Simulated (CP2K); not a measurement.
Consider 2-methoxypyridine at its PBE geometry (Å).

```xyz
15

C    -2.5866    0.4321   -0.6249
O    -1.4325   -0.2683   -1.1404
C    -0.2881   -0.1683   -0.4030
C     0.8542   -0.8149   -0.9161
C     2.0275   -0.7314   -0.1803
C     2.0351   -0.0173    1.0285
C     0.8515    0.5892    1.4354
N    -0.3022    0.5211    0.7380
H    -3.3764    0.2515   -1.3610
H    -2.8738    0.0405    0.3596
H    -2.3813    1.5069   -0.5310
H     0.7952   -1.3526   -1.8603
H     2.9339   -1.2171   -0.5425
H     2.9362    0.0669    1.6332
H     0.8075    1.1617    2.3646
```

Method: CP2K XAS_TDP, all-electron GAPW, PBEh(45%), aug-cc-pVDZ, TDA, no relativity.

**Question.** Predict the bright core excitations at the O K edge.

Leading lines: O2 531.06 eV. The leading line of an atom is its first one with 35 % of the strongest within 2.5 eV of its lowest line over the strength cut. 

The first six lines of each atom with a strength over 0.0015:

```tsv
atom	energy (eV)	states	strength, one atom
O2 (bonded to 2 C)	531.06	1	0.0121
	532.21	1	0.0229
	533.19	1	0.0016
	533.71	1	0.0036
	533.92	1	0.0036
	534.20	1	0.0135
```

Lines are vertical, at one geometry, with no vibrational structure. Without a correction of the core level, line positions, and the gaps between valence and Rydberg lines, follow the share of exact exchange. At this level such K lines come out 3 to 6 eV under measured ones. These values hold no scalar relativity, about 0.4 eV for O 1s. Rydberg lines, and the discretised continuum above threshold, depend on the basis and the box.

[Banner, clock and machine lines of the logs are left out without a mark of their own.]

[Logs are printed without paths, hosts, clocks, repeated set-up lines and the standing remarks that a program may print on its own settings, such as how far it seeks lower states.]

[Hosts, paths, dates, database ids (printed as entryN), source tags and the programs' standing remarks are cut or masked in the printed files.]
